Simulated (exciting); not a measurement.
Consider LuTlO2, space group R-3m.

```
Tl Lu O
1.0
     1.70299    0.98322    6.50617
    -1.70299    0.98322    6.50617
     0.00000   -1.96645    6.50617
Tl Lu O
1 1 2
Direct
  0.00000 0.00000 0.00000
  0.50000 0.50000 0.50000
  0.22244 0.22244 0.22244
  0.77756 0.77756 0.77756
```

Absorber: atom 2, with 6 O at 2.25 Å (distorted octahedral, site symmetry -3m). Method: exciting, all-electron LAPW+lo, LDA, exchange and screened direct term (singlet BSE), 3×3×3 shifted k points, 29 conduction bands, |G+q| up to 3 bohr⁻¹ (2 in the exchange term), full RPA screening with nempty = 54, Lorentzian half width 2.34 eV.

**Question.** Predict the Lu L₃ near-edge structure at this level.

Bound core exciton? No bright one: the first bright state (over 5 % of the brightest) lies at 1.27 eV from the Kohn–Sham onset and at 0.93 eV from the lowest bare transition of its own mesh; weaker or dark states reach down to -0.08 eV. Maxima (height): 5.1 eV (1.00).

Energy from the Kohn–Sham onset, core level to the lowest empty state found on the meshes used; Im ε in relative units:

| E (eV) | Im ε |
| --- | --- |
| -12.0 | 0.04 |
| -11.5 | 0.04 |
| -11.0 | 0.04 |
| -10.5 | 0.05 |
| -10.0 | 0.05 |
| -9.5 | 0.05 |
| -9.0 | 0.06 |
| -8.5 | 0.06 |
| -8.0 | 0.07 |
| -7.5 | 0.07 |
| -7.0 | 0.08 |
| -6.5 | 0.09 |
| -6.0 | 0.10 |
| -5.5 | 0.11 |
| -5.0 | 0.12 |
| -4.5 | 0.13 |
| -4.0 | 0.15 |
| -3.5 | 0.17 |
| -3.0 | 0.20 |
| -2.5 | 0.23 |
| -2.0 | 0.27 |
| -1.5 | 0.32 |
| -1.0 | 0.38 |
| -0.5 | 0.46 |
| 0.0 | 0.56 |
| 0.5 | 0.67 |
| 1.0 | 0.78 |
| 1.5 | 0.88 |
| 2.0 | 0.95 |
| 2.5 | 0.98 |
| 3.0 | 0.98 |
| 3.5 | 0.98 |
| 4.0 | 0.98 |
| 4.5 | 0.99 |
| 5.0 | 1.00 |
| 5.5 | 0.99 |
| 6.0 | 0.95 |
| 6.5 | 0.88 |
| 7.0 | 0.78 |
| 7.5 | 0.69 |
| 8.0 | 0.60 |
| 8.5 | 0.53 |
| 9.0 | 0.47 |
| 9.5 | 0.43 |
| 10.0 | 0.39 |
| 10.5 | 0.36 |
| 11.0 | 0.34 |
| 11.5 | 0.32 |
| 12.0 | 0.31 |
| 12.5 | 0.30 |
| 13.0 | 0.29 |
| 13.5 | 0.28 |
| 14.0 | 0.28 |
| 14.5 | 0.27 |
| 15.0 | 0.26 |
| 15.5 | 0.25 |
| 16.0 | 0.25 |
| 16.5 | 0.25 |
| 17.0 | 0.25 |
| 17.5 | 0.25 |
| 18.0 | 0.25 |
| 18.5 | 0.25 |
| 19.0 | 0.25 |
| 19.5 | 0.25 |
| 20.0 | 0.25 |
| 20.5 | 0.25 |
| 21.0 | 0.24 |
| 21.5 | 0.24 |
| 22.0 | 0.23 |
| 22.5 | 0.23 |
| 23.0 | 0.22 |
| 23.5 | 0.21 |

A mesh of 27 points doesn't converge binding energies, and fine structure above the first lines is partly noise of the mesh. The kernel cutoff is low for a compact core orbital, so the effect of exchange is a lower bound. The zero comes from the unshifted 4×4×4 ground-state mesh; it is exact only where the band minimum lies on that mesh. The conduction states carry no spin here, so the exchange coupling to the spinor core hole is only partly held. This core level is treated alone, with no coupling to its spin–orbit partner. The structure is a Materials Project entry, computed there, and may be a hypothetical form.

[Banner, clock and machine lines of the logs are left out without a mark of their own.]

[Logs are printed without paths, hosts, clocks, repeated set-up lines and the standing remarks that a program may print on its own settings, such as how far it seeks lower states.]

[Hosts, paths, dates, database ids (printed as entryN), source tags and the programs' standing remarks are cut or masked in the printed files.]
